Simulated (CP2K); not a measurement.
Consider propargyl alcohol at its PBE geometry (Å).

```xyz
8

C     1.8500   -0.3401    0.7490
C     0.7769   -0.2061    0.2044
C    -0.5134   -0.0395   -0.4502
O    -1.3671    0.7607    0.3955
H     2.7931   -0.4536    1.2400
H    -0.3656    0.4459   -1.4321
H    -0.9608   -1.0336   -0.6338
H    -2.2132    0.8664   -0.0728
```

Method: CP2K XAS_TDP, all-electron GAPW, PBEh(45%), aug-cc-pVDZ, TDA, GW2X-corrected core level, no relativity.

**Question.** Where do the O K-edge lines lie, and how strong are they?

Leading lines: O4 535.46 eV. The leading line of an atom is its first one with 35 % of the strongest within 2.5 eV of its lowest line over the strength cut. Core ionisation energies at this level: O4 538.91 eV.

The first six lines of each atom with a strength over 0.0015:

```tsv
atom	energy (eV)	states	strength, one atom	above the computed threshold
O4 (bonded to C and H)	535.46	1	0.0144	
	536.53	1	0.0354	
	537.77	1	0.0052	
	538.25	1	0.0016	
	538.70	2	0.0050	
	539.30	1	0.0033	yes
```

Lines are vertical, at one geometry, with no vibrational structure. GW2X ionisation energies and lines can be off by 1 to 2 eV either way, and a good line position may hide errors that cancel. These values hold no scalar relativity, about 0.4 eV for O 1s. Rydberg lines, and the discretised continuum above threshold, depend on the basis and the box.

[Banner, clock and machine lines of the logs are left out without a mark of their own.]

[Logs are printed without paths, hosts, clocks, repeated set-up lines and the standing remarks that a program may print on its own settings, such as how far it seeks lower states.]

[Hosts, paths, dates, database ids (printed as entryN), source tags and the programs' standing remarks are cut or masked in the printed files.]
